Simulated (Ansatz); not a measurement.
# Ba on W(100): change of the work function, part 2 of 2

How does one ordered layer of Ba (hollow site) change the work function of W(100), and what dipole does each adsorbate carry?

Ansatz 0.2.0; plane-wave DFT, PBE, Ansatz PAW.

So far, work function, upper face (eV): step 2 (the clean slab) 4.14.

## 3. Adsorbate added

System of this step: BaW20 (Ba/W(100)). The cell holds 21 atoms: 20 W and 1 Ba. Its edges and angles: a = 6.320 Å, b = 6.320 Å, c = 27.410 Å, α = 90.0°, β = 90.0°, γ = 90.0°. Vacuum lies along c.

The clean slab as it ended is repeated in the plane and the adsorbate is set on one face; the cell's size fixes the coverage, and the k-mesh shrinks with it to keep the sampling density about even. Adsorbate and upper layers relax, since the dipole depends on the height.

input.yaml reads:

```yaml
crystal:
  lattice:
    - [6.32, 0.0, 0.0]
    - [0.0, 6.32, 0.0]
    - [0.0, 0.0, 27.4100000315]
  atoms:
    - { symbol: W, position: [0.0, 0.0, 0.3283473181] }
    - { symbol: W, position: [0.25, 0.25, 0.3859905139] }
    - { symbol: W, position: [0.0, 0.0, 0.4436033769] }
    - { symbol: W, position: [0.25, 0.25, 0.5036040103] }
    - { symbol: W, position: [0.0, 0.0, 0.5557900882] }
    - { symbol: W, position: [0.0, 0.5, 0.3283473181] }
    - { symbol: W, position: [0.25, 0.75, 0.3859905139] }
    - { symbol: W, position: [0.0, 0.5, 0.4436033769] }
    - { symbol: W, position: [0.25, 0.75, 0.5036040103] }
    - { symbol: W, position: [0.0, 0.5, 0.5557900882] }
    - { symbol: W, position: [0.5, 0.0, 0.3283473181] }
    - { symbol: W, position: [0.75, 0.25, 0.3859905139] }
    - { symbol: W, position: [0.5, 0.0, 0.4436033769] }
    - { symbol: W, position: [0.75, 0.25, 0.5036040103] }
    - { symbol: W, position: [0.5, 0.0, 0.5557900882] }
    - { symbol: W, position: [0.5, 0.5, 0.3283473181] }
    - { symbol: W, position: [0.75, 0.75, 0.3859905139] }
    - { symbol: W, position: [0.5, 0.5, 0.4436033769] }
    - { symbol: W, position: [0.75, 0.75, 0.5036040103] }
    - { symbol: W, position: [0.5, 0.5, 0.5557900882] }
    - { symbol: Ba, position: [0.25, 0.25, 0.6716526819] }
kpoints:
  mp_grid: { grid: [6, 6, 1] }
hamiltonian:
  xc: pbe
scf:
  occupations: { method: fermi_dirac, width: 0.1 }
  convergence: { dr2_threshold: 1.0e-08 }
efield:
  axis: 3
  dipole_correction: true
  ramp_position: 0.97
  ramp_width: 0.06
relax:
  f_tol: 0.02
  max_steps: 60
  constraints: [{ sites: [0, 1, 5, 6, 10, 11, 15, 16] }]
output:
  dos: { projected: true, e_range: [-8, 4] }
  write_potential: true
  write_density: true
  volumetric_format: npy
  elf: true
```

Launch:

```bash
> ansatz run input.yaml --threads 4 --pin off --max-ram 6144MiB --backend cpu --events-out ev --progress --plain --runs-dir out
```

Output:

```text
[...]
Crystal: 21 atoms, lattice volume = 1094.821 Å³
Basis set: ecut = 420 eV, 21439 PW (Γ), exchange–correlation on 90×90×384 points (8 copies of the dense FFT grid, shifted against one another)
Bands: 174, of which v1, the nominal top of the filled ones, is band 145 counted from 1 (144 counted from 0)
Symmetry: 8 space group operations
[...]
k-points: 10 of 36
[...]
SCF iter   1: F=—  HF=-213627.972322 eV  |F-HF|=—  |Δ(HF+E_count)|=         —  Δρ=1.26e-2  dr2=9.46e1  ethr=1.77e-3  p=0.887 e·Å  D=1.47e-1 V/Å  ΔV_dip=-4.02 eV  dr2_dipole=7.81e1  V_vac-E_F(+/−)=0.62/4.64 eV  ⟨swp⟩=13.3  Hψ=10276  notcnv=0
[...]
SCF iter  13: F=-213626.436619 eV  HF=-213626.436619 eV  |F-HF|=2.85e-9  |Δ(HF+E_count)|=   1.57e-9  Δρ=3.71e-7  dr2=4.03e-9  ethr=3.45e-12  p=0.491 e·Å  D=8.11e-2 V/Å  ΔV_dip=-2.22 eV  dr2_dipole=1.44e-10  V_vac-E_F(+/−)=2.02/4.25 eV  ⟨swp⟩=12.7  Hψ=13100  notcnv=0
SCF 1 converged in 13 iterations: F = -213626.436619 eV  dr2 = 4.03e-9
[...]
relax step   1: F+E_penalty+E_count = -213626.43661905 eV  Δ(F+E_penalty+E_count) = +0.000e0 eV  max|allowed force component| = 1.233e0 eV/Å  Δτ_max = 0.0000 Å  (13 SCF iters, accepted)
[...]
iter 1 solved again at ethr=2.48e-4 eV; its pass at ethr=3.10e-3 eV (dr2=7.20e-1 eV) is discarded
SCF iter   1: F=—  HF=-213626.781052 eV  |F-HF|=—  |Δ(HF+E_count)|=         —  Δρ=3.94e-3  dr2=8.28e-1  ethr=2.48e-4  p=0.491 e·Å  D=8.11e-2 V/Å  ΔV_dip=-2.22 eV  dr2_dipole=2.16e-1  V_vac-E_F(+/−)=2.05/4.27 eV  ⟨swp⟩=1.6  Hψ=6176  notcnv=0
[...]
eigensolver tolerance schedule calibrated: the retry pair's looser diagonalisation under-reported the residual by θ = 0.13 (0.12/decade); ethr = c·dr2/N_el runs at the constant in force after the calibration composes with the one it found (an armed cap, an earlier calibration), c = 7.0e-2
[...]
SCF iter   2: F=—  HF=-213626.737490 eV  |F-HF|=—  |Δ(HF+E_count)|=   4.36e-2  Δρ=2.01e-3  dr2=2.15e-1  ethr=2.01e-4  p=0.510 e·Å  D=8.43e-2 V/Å  ΔV_dip=-2.31 eV  dr2_dipole=4.54e-3  V_vac-E_F(+/−)=1.94/4.25 eV  ⟨swp⟩=2.8  Hψ=2862  notcnv=0
[...]
SCF iter  10: F=-213626.720304 eV  HF=-213626.720304 eV  |F-HF|=4.34e-9  |Δ(HF+E_count)|=   1.43e-9  Δρ=4.11e-7  dr2=7.57e-9  ethr=2.42e-12  p=0.523 e·Å  D=8.65e-2 V/Å  ΔV_dip=-2.37 eV  dr2_dipole=5.79e-11  V_vac-E_F(+/−)=1.87/4.24 eV  ⟨swp⟩=12.3  Hψ=13568  notcnv=0
SCF 2 converged in 10 iterations: F = -213626.720304 eV  dr2 = 7.57e-9
[...]
relax step   2: F+E_penalty+E_count = -213626.72030411 eV  Δ(F+E_penalty+E_count) = -2.837e-1 eV  max|allowed force component| = 1.091e0 eV/Å  Δτ_max = 0.1929 Å  (10 SCF iters, accepted)
SCF iter   1: F=—  HF=-213627.004452 eV  |F-HF|=—  |Δ(HF+E_count)|=         —  Δρ=3.68e-3  dr2=2.18e0  ethr=2.39e-3  p=0.523 e·Å  D=8.65e-2 V/Å  ΔV_dip=-2.37 eV  dr2_dipole=6.89e-1  V_vac-E_F(+/−)=1.90/4.27 eV  ⟨swp⟩=5.4  Hψ=4003  notcnv=0
[...]
SCF iter  10: F=-213626.961145 eV  HF=-213626.961145 eV  |F-HF|=3.78e-10  |Δ(HF+E_count)|=   3.81e-9  Δρ=2.56e-7  dr2=1.37e-9  ethr=3.45e-12  p=0.530 e·Å  D=8.76e-2 V/Å  ΔV_dip=-2.40 eV  dr2_dipole=1.03e-11  V_vac-E_F(+/−)=1.83/4.23 eV  ⟨swp⟩=10.2  Hψ=11455  notcnv=0
SCF 3 converged in 10 iterations: F = -213626.961145 eV  dr2 = 1.37e-9
[...]
relax step   3: F+E_penalty+E_count = -213626.96114478 eV  Δ(F+E_penalty+E_count) = -2.408e-1 eV  max|allowed force component| = 7.713e-1 eV/Å  Δτ_max = 0.1951 Å  (10 SCF iters, accepted)
[...]
relax step   4: F+E_penalty+E_count = -213627.12723830 eV  Δ(F+E_penalty+E_count) = -1.661e-1 eV  max|allowed force component| = 2.656e-1 eV/Å  Δτ_max = 0.1923 Å  (10 SCF iters, accepted)
[...]
relax step   5: F+E_penalty+E_count = -213627.16260262 eV  Δ(F+E_penalty+E_count) = -3.536e-2 eV  max|allowed force component| = 3.798e-1 eV/Å  Δτ_max = 0.0954 Å  (10 SCF iters, accepted)
SCF iter   1: F=—  HF=-213627.180076 eV  |F-HF|=—  |Δ(HF+E_count)|=         —  Δρ=1.45e-3  dr2=1.27e-1  ethr=1.26e-4  p=0.513 e·Å  D=8.48e-2 V/Å  ΔV_dip=-2.33 eV  dr2_dipole=2.71e-2  V_vac-E_F(+/−)=1.91/4.23 eV  ⟨swp⟩=2.4  Hψ=3016  notcnv=0
[...]
SCF iter   9: F=-213627.174349 eV  HF=-213627.174349 eV  |F-HF|=8.44e-10  |Δ(HF+E_count)|=   1.22e-8  Δρ=4.91e-7  dr2=4.65e-9  ethr=3.45e-12  p=0.514 e·Å  D=8.49e-2 V/Å  ΔV_dip=-2.33 eV  dr2_dipole=9.79e-11  V_vac-E_F(+/−)=1.91/4.23 eV  ⟨swp⟩=11.8  Hψ=14427  notcnv=0
SCF 6 converged in 9 iterations: F = -213627.174349 eV  dr2 = 4.65e-9
relax step   6: F+E_penalty+E_count = -213627.17434876 eV  Δ(F+E_penalty+E_count) = -1.175e-2 eV  max|allowed force component| = 1.990e-2 eV/Å  Δτ_max = 0.0369 Å  (9 SCF iters, accepted)
NSCF: frozen V_eff on 10 k-points
[...]
SCF converged after 9 iterations
Free energy (F): -213627.174349 eV
[...]
Internal energy: -213626.447979 eV  (E = F + TS)
E sigma→0 (E₀):  -213626.811164 eV
Entropy (-TS):   -0.726370 eV (-34.589 meV/atom)
Fermi energy:    4.871937 eV
Dipole field:    D = 0.084955 V/Å  (p = 0.514007 e·Å, saw-weighted, corrected)
Work function:   Φ+ = 1.9063 eV   Φ− = 4.2349 eV
[...]
--- Forces (eV/Å), atoms counted from 1 ---
  atom   1  W     -0.02331557    -0.02331557     1.29248266
  atom   2  W     -0.00000000    -0.00000000    -1.16641252
  atom   3  W     -0.00609939    -0.00609939    -0.00478474
  atom   4  W      0.00000000     0.00000000     0.01989977
  atom   5  W      0.00005653     0.00005653     0.00783874
  atom   6  W     -0.02331557     0.02331557     1.29248266
  atom   7  W     -0.00000000    -0.00000000    -1.29982529
  atom   8  W     -0.00609939     0.00609939    -0.00478474
  atom   9  W     -0.00000000    -0.00000000    -0.01333523
  atom  10  W      0.00005653    -0.00005653     0.00783874
  atom  11  W      0.02331557    -0.02331557     1.29248266
  atom  12  W     -0.00000000    -0.00000000    -1.29982529
  atom  13  W      0.00609939    -0.00609939    -0.00478474
  atom  14  W      0.00000000     0.00000000    -0.01333523
  atom  15  W     -0.00005653     0.00005653     0.00783874
  atom  16  W      0.02331557     0.02331557     1.29248266
  atom  17  W     -0.00000000    -0.00000000    -1.39637883
  atom  18  W      0.00609939     0.00609939    -0.00478474
  atom  19  W      0.00000000    -0.00000000     0.00111050
  atom  20  W     -0.00005653    -0.00005653     0.00783874
  atom  21  Ba    -0.00000000    -0.00000000    -0.01405988
  max |Σ_I F_I| component: 1.53e-5 eV/Å
--- Band table (eV; the first three rows and the last of 10) ---
  k-point 0: bands = [... 141 lower, 4.8114, 4.8738, 4.8738, 4.9177, 5.0511, 5.0511, 5.1626, 5.7257, ... 25 higher]
  k-point 1: bands = [... 141 lower, 4.6624, 4.8127, 4.8282, 4.9847, 4.9999, 5.2432, 5.3741, 5.5779, ... 25 higher]
  k-point 2: bands = [... 141 lower, 4.6656, 4.7568, 4.8672, 4.9493, 5.1131, 5.1513, 5.1982, 5.3115, ... 25 higher]
  k-point 9: bands = [... 141 lower, 4.5244, 4.5981, 4.6591, 4.6616, 4.6616, 4.6639, 4.7570, 4.7871, ... 25 higher]
--- Relaxed structure (6 steps of the walk, 6 accepted, 0 SCFs on fresh bases) ---
  F+E_penalty+E_count = -213627.17434876 eV   max|allowed force component| = 1.990e-2 eV/Å
  atoms:
    - { symbol: W, position: [0.0, 0.0, 0.328347] }
    - { symbol: W, position: [0.250000, 0.250000, 0.3859905139] }
    - { symbol: W, position: [0.00308459, 0.00308459, 0.444002] }
    - { symbol: W, position: [0.250000, 0.250000, 0.507437] }
    - { symbol: W, position: [-0.022912, -0.022912, 0.557300] }
    - { symbol: W, position: [0.0, 0.500000, 0.328347] }
    - { symbol: W, position: [0.250000, 0.75, 0.3859905139] }
    - { symbol: W, position: [0.00308459, 0.496915, 0.444002] }
    - { symbol: W, position: [0.250000, 0.75, 0.502953] }
    - { symbol: W, position: [-0.022912, 0.522912, 0.557300] }
    - { symbol: W, position: [0.500000, 0.0, 0.328347] }
    - { symbol: W, position: [0.75, 0.250000, 0.3859905139] }
    - { symbol: W, position: [0.496915, 0.00308459, 0.444002] }
    - { symbol: W, position: [0.75, 0.250000, 0.502953] }
    - { symbol: W, position: [0.522912, -0.022912, 0.557300] }
    - { symbol: W, position: [0.500000, 0.500000, 0.328347] }
    - { symbol: W, position: [0.75, 0.75, 0.3859905139] }
    - { symbol: W, position: [0.496915, 0.496915, 0.444002] }
    - { symbol: W, position: [0.75, 0.75, 0.499170] }
    - { symbol: W, position: [0.522912, 0.522912, 0.557300] }
    - { symbol: Ba, position: [0.250000, 0.250000, 0.647577] }
```

Run time: 5.2 min. Hardware: 4 threads of Intel Xeon Platinum 8259CL at 2.50GHz (Skylake/Cascade Lake), shared host; peak memory 4.6 GiB; 20 min of CPU time.

The steps of the relaxation:

| step | energy less that of the first step (eV) | largest force component (eV/Å) |
| --- | --- | --- |
| 1 | 0.0000 | 1.2331 |
| 2 | -0.2837 | 1.0909 |
| 3 | -0.5245 | 0.7713 |
| 4 | -0.6906 | 0.2656 |
| 5 | -0.7260 | 0.3798 |
| 6 | -0.7377 | 0.0199 |

The run keeps the 8 symmetry operations that the program found, so distortions that break them were not tested.

The atoms that moved most (Å):

| atom | dx | dy | dz | length |
| --- | --- | --- | --- | --- |
| Ba21 | 0.000 | 0.000 | -0.660 | 0.660 |
| W5 | -0.145 | -0.145 | 0.041 | 0.209 |
| W15 | 0.145 | -0.145 | 0.041 | 0.209 |
| W10 | -0.145 | 0.145 | 0.041 | 0.209 |
| W20 | 0.145 | 0.145 | 0.041 | 0.209 |
| W19 | 0.000 | 0.000 | -0.122 | 0.122 |
| W4 | 0.000 | 0.000 | 0.105 | 0.105 |
| W18 | -0.019 | -0.019 | 0.011 | 0.030 |

Final coordinates:

```
W Ba
1.0
     6.32000    0.00000    0.00000
     0.00000    6.32000    0.00000
     0.00000    0.00000   27.41000
W Ba
20 1
Direct
  0.00000 0.00000 0.32835
  0.25000 0.25000 0.38599
  0.00308 0.00308 0.44400
  0.25000 0.25000 0.50744
  0.97709 0.97709 0.55730
  0.00000 0.50000 0.32835
  0.25000 0.75000 0.38599
  0.00308 0.49692 0.44400
  0.25000 0.75000 0.50295
  0.97709 0.52291 0.55730
  0.50000 0.00000 0.32835
  0.75000 0.25000 0.38599
  0.49692 0.00308 0.44400
  0.75000 0.25000 0.50295
  0.52291 0.97709 0.55730
  0.50000 0.50000 0.32835
  0.75000 0.75000 0.38599
  0.49692 0.49692 0.44400
  0.75000 0.75000 0.49917
  0.52291 0.52291 0.55730
  0.25000 0.25000 0.64758
```

Read from the output:

```
energy at zero smearing        : -213626.8112 eV
work function, upper face      : 1.906 eV
work function, lower face      : 4.235 eV
dipole along the normal        : 0.5140 e·Å
step between the vacuum levels : -2.329 eV
```

Running mean over 1.58 Å of the planar mean; the ramp of the sawtooth is left out. Electron's electrostatic potential energy less the Fermi level against z:

| z (Å) | electron's electrostatic potential energy less the Fermi level (eV) |
| --- | --- |
| 4 | 4.23 |
| 5 | 4.22 |
| 6 | 4.14 |
| 7 | 3.40 |
| 8 | -2.56 |
| 9 | -11.3 |
| 10 | -12.3 |
| 11 | -12.5 |
| 12 | -12.5 |
| 13 | -12.2 |
| 14 | -13.0 |
| 15 | -12.7 |
| 16 | -5.88 |
| 17 | -0.198 |
| 18 | -0.996 |
| 19 | 0.752 |
| 20 | 1.73 |
| 21 | 1.87 |
| 22 | 1.90 |
| 23 | 1.90 |
| 24 | 1.91 |

The density of states has structure finer than the step of the table below, so its rows give means over 0.25 eV. Peaks (eV: height): -3.970: 47.9, -2.980: 42.6, -2.920: 39.1, -2.260: 54.7, 1.260: 43.1, 1.320: 46.9, 1.860: 43.0.

Table of density of states by energy, zero at the Fermi level; means over each step:

| energy (eV) | density of states (states/eV a cell) |
| --- | --- |
| -7.75 | 1.36 |
| -7.50 | 1.28 |
| -7.25 | 1.37 |
| -7.00 | 1.83 |
| -6.75 | 4.24 |
| -6.50 | 2.41 |
| -6.25 | 4.48 |
| -6.00 | 6.18 |
| -5.75 | 7.21 |
| -5.50 | 10.4 |
| -5.25 | 13.3 |
| -5.00 | 15.7 |
| -4.75 | 14.7 |
| -4.50 | 13.1 |
| -4.25 | 20.5 |
| -4.00 | 31.1 |
| -3.75 | 16.1 |
| -3.50 | 12.0 |
| -3.25 | 12.1 |
| -3.00 | 30.3 |
| -2.75 | 25.9 |
| -2.50 | 25.8 |
| -2.25 | 29.0 |
| -2.00 | 21.6 |
| -1.75 | 27.6 |
| -1.50 | 22.3 |
| -1.25 | 19.1 |
| -1.00 | 17.2 |
| -0.75 | 18.8 |
| -0.50 | 22.6 |
| -0.25 | 23.0 |
| 0.00 | 23.6 |
| 0.25 | 18.9 |
| 0.50 | 16.2 |
| 0.75 | 17.5 |
| 1.00 | 25.3 |
| 1.25 | 29.3 |
| 1.50 | 27.2 |
| 1.75 | 32.1 |

Projected DOS per atom over height of the atomic layer and energy from the Fermi level. Layers: W4 W4 W4 W4 W4 Ba from below.

Values in states/eV, 22 rows by 6 columns, each cell a mean:
```
1.56 1.17 1.15 1.16 0.92 0.19
1.80 1.00 1.20 0.87 1.08 0.38
1.20 0.55 0.83 0.54 1.25 0.78
1.37 0.42 0.57 0.40 1.15 0.35
2.14 0.43 0.55 0.48 1.40 0.25
1.94 0.65 0.43 0.74 1.67 0.32
0.94 0.63 0.49 0.66 1.40 0.53
1.18 0.83 0.85 0.79 1.29 0.37
1.27 1.02 1.20 0.97 1.36 0.15
1.58 1.27 1.39 1.16 1.42 0.03
1.10 1.64 1.39 1.65 1.04 0.02
0.49 1.00 0.79 1.04 0.74 0.04
0.60 1.02 0.78 0.88 0.58 0.03
1.23 1.39 1.08 1.34 1.19 0.06
0.42 0.68 0.95 0.82 0.64 0.05
0.31 0.81 1.16 0.85 0.38 0.03
0.20 0.57 0.75 0.60 0.24 0.01
0.17 0.39 0.43 0.42 0.19 0.02
0.11 0.21 0.18 0.21 0.12 0.01
0.09 0.19 0.19 0.19 0.10 0.01
0.02 0.08 0.11 0.08 0.03 0.00
0.02 0.08 0.12 0.08 0.03 0.00
```
Columns: height of the atomic layer (Å) from 9 to 17.8 (not evenly spaced); rows upwards: energy from the Fermi level (eV) from -7.96 to 1.95.

Valence density in the ca plane at fractional y = 0.250, with atoms of W and Ba within 0.2 Å of it. It is the smooth field of the valence electrons, not physical close to the nuclei.

Ten steps, logarithmic in the rise over the least value, from '0' (0.0 e/Å³) to '9' (5.0 e/Å³), each cell a mean:
```
33344444444444444333222111000000000000000000
23345665444445665433221110000000000000000000
23347998644457998543221100000000000000000000
22358999743459999743211100000000000000000000
22358999743459999743211100000000000000000000
23347898644457998543221100000000000000000000
23345665444445665433221110000000000000000000
33344444444444444333222111100000000000000000
33344334444444333333222222221000000000000000
23344444444444444433222345543100000000000000
23346787544345787543223467765210000000000000
22357999743347999743223676676310000000000000
22358999743348999843224675566410000000000000
22357999743347999743223676676310000000000000
23346787544345787543223466764210000000000000
23344444444444444433222345543100000000000000
33344334444443333333222222221000000000000000
```
Columns run along c (16.0 Å, from fractional 0.31 to 0.89 of the cell), rows up along a (6.3 Å). Atoms in or near the plane, at fractional coordinates: W at (0.39, 0.25), W at (0.51, 0.25), W at (0.39, 0.75), W at (0.50, 0.75), Ba at (0.65, 0.25).

Electrostatic potential energy in the ca plane at fractional y = 0.250, with atoms of W and Ba within 0.2 Å of it. With pseudopotentials it is smooth inside the atoms' cores, unlike the true potential.

Values in eV, 9 rows by 16 columns, each cell a mean:
```
  6   2  -5   4   4  -5   4   8   8   6   6   7   7   7   8   8
  7 -18 -46  -3  -9 -47 -10   8   9   8   8   7   7   7   8   8
  8 -22 -51  -5 -12 -52 -13   9   9   9   8   7   7   7   8   8
  6  -1 -13   3   2 -13   2   8   8   7   7   7   7   7   8   8
  5   5   3   5   5   4   6   7   5   1   4   6   7   7   8   8
  7  -6 -25   2   1 -25  -5   7  -6 -25  -5   5   7   7   8   8
  8 -25 -53  -6  -8 -54 -22   7 -17 -40 -15   5   7   7   7   8
  7 -11 -35   0  -1 -35  -9   7  -9 -31  -8   5   7   7   7   8
  5   4   1   5   5   2   5   7   4  -3   3   6   7   7   8   8
```
Columns run along c (16.0 Å, from fractional 0.31 to 0.89 of the cell; values clipped at the 3rd and 97th percentile), rows up along a (6.3 Å). Atoms in or near the plane, at fractional coordinates: W at (0.39, 0.25), W at (0.51, 0.25), W at (0.39, 0.75), W at (0.50, 0.75), Ba at (0.65, 0.25).

ELF in the ca plane at fractional y = 0.250, with atoms of W and Ba within 0.2 Å of it. It is the smooth field of the valence electrons, not physical close to the nuclei.

Values, 9 rows by 16 columns, each cell a mean:
```
0.42 0.37 0.26 0.43 0.42 0.25 0.37 0.36 0.30 0.08 0.03 0.03 0.03 0.01 0.00 0.00
0.40 0.39 0.53 0.33 0.35 0.54 0.33 0.35 0.32 0.21 0.06 0.02 0.01 0.00 0.00 0.00
0.39 0.40 0.49 0.31 0.35 0.49 0.34 0.35 0.32 0.24 0.07 0.02 0.01 0.00 0.00 0.00
0.43 0.36 0.29 0.42 0.40 0.30 0.34 0.35 0.31 0.10 0.03 0.03 0.02 0.01 0.00 0.00
0.41 0.42 0.32 0.46 0.45 0.30 0.43 0.41 0.23 0.31 0.17 0.05 0.05 0.02 0.00 0.00
0.42 0.36 0.41 0.38 0.37 0.41 0.34 0.37 0.46 0.78 0.62 0.10 0.06 0.04 0.01 0.00
0.37 0.40 0.42 0.29 0.30 0.42 0.38 0.24 0.59 0.20 0.73 0.13 0.07 0.04 0.01 0.00
0.42 0.37 0.50 0.36 0.35 0.51 0.35 0.34 0.52 0.70 0.67 0.11 0.06 0.04 0.01 0.00
0.42 0.40 0.29 0.45 0.44 0.27 0.41 0.42 0.24 0.47 0.27 0.06 0.05 0.02 0.00 0.00
```
Columns run along c (16.0 Å, from fractional 0.31 to 0.89 of the cell), rows up along a (6.3 Å). Atoms in or near the plane, at fractional coordinates: W at (0.39, 0.25), W at (0.51, 0.25), W at (0.39, 0.75), W at (0.50, 0.75), Ba at (0.65, 0.25).

The relaxation took 6 steps and lowered the energy by 0.74 eV; the largest force on the free atoms ends at 0.020 eV/Å.

By hand: a sheet of dipoles makes a step −p/(ε₀A) in the electron's potential. With e/ε₀ = 180.95 V·Å, p = 0.5140 e·Å and A = 39.94 Å², that is −180.95 × (0.5140) / 39.94 = -2.329 eV, and the two vacuum levels of the run differ by -2.329 eV.

The covered face has 1.91 eV, -2.23 eV against the clean one; the bare back face has moved by -0.02 eV, a measure of how thin the slab is.

## 4. Work function against coverage

This step: plane-wave DFT, PBE, Ansatz PAW; work function against coverage (Ansatz 0.2.0).

The runs are now put side by side.

This step gave:

```
work function of the clean face     : 4.140 eV
largest change of the work function : -2.234 eV
```

Work function of the covered face against coverage:

| coverage (adsorbates/nm²) | work function of the covered face (eV) |
| --- | --- |
| 0.00 | 4.14 |
| 2.50 | 1.91 |

The dipole per adsorbate comes from the change of the cell's dipole. Coverage, by row:

| coverage (1/nm²) | coverage (ML) | work function (eV) | change (eV) | dipole per adsorbate, positive end outwards (debye) | mean height of the added atoms over the highest substrate atom (Å) |
| --- | --- | --- | --- | --- | --- |
| 2.504 | 0.25 | 1.906 | -2.234 | 2.351 | 2.474 |

## 5. What came out

| Property | Result |
| --- | --- |
| work function of the clean face | 4.14 eV |
| work function at 0.25 ML | 1.91 eV |
| dipole per adsorbate at 0.25 ML, positive end outwards | 2.35 D |

What this shows: Ba lowers the work function of W(100) at the lowest coverage, by 2.23 eV: the adsorbate layer has its positive end outwards. One coverage alone was completed, so no trend follows. The slab has 5 layers, at the tabulated experimental lattice constant, one starting site was run, and quantum-size effects of a slab this thin can reach one or two tenths of an eV.

[Long decimals in the printed logs are rounded to 6 places.]

[Logs are printed without paths, hosts, clocks, repeated set-up lines and the standing remarks that a program may print on its own settings, such as how far it seeks lower states.]

[Hosts, paths, dates, database ids (printed as entryN), source tags and the programs' standing remarks are cut or masked in the printed files.]

[Maps of the electrostatic potential energy from Ansatz leave out the sawtooth potential of an applied field or a dipole correction, so their vacuum need not be flat; planar profiles and work functions include it.]
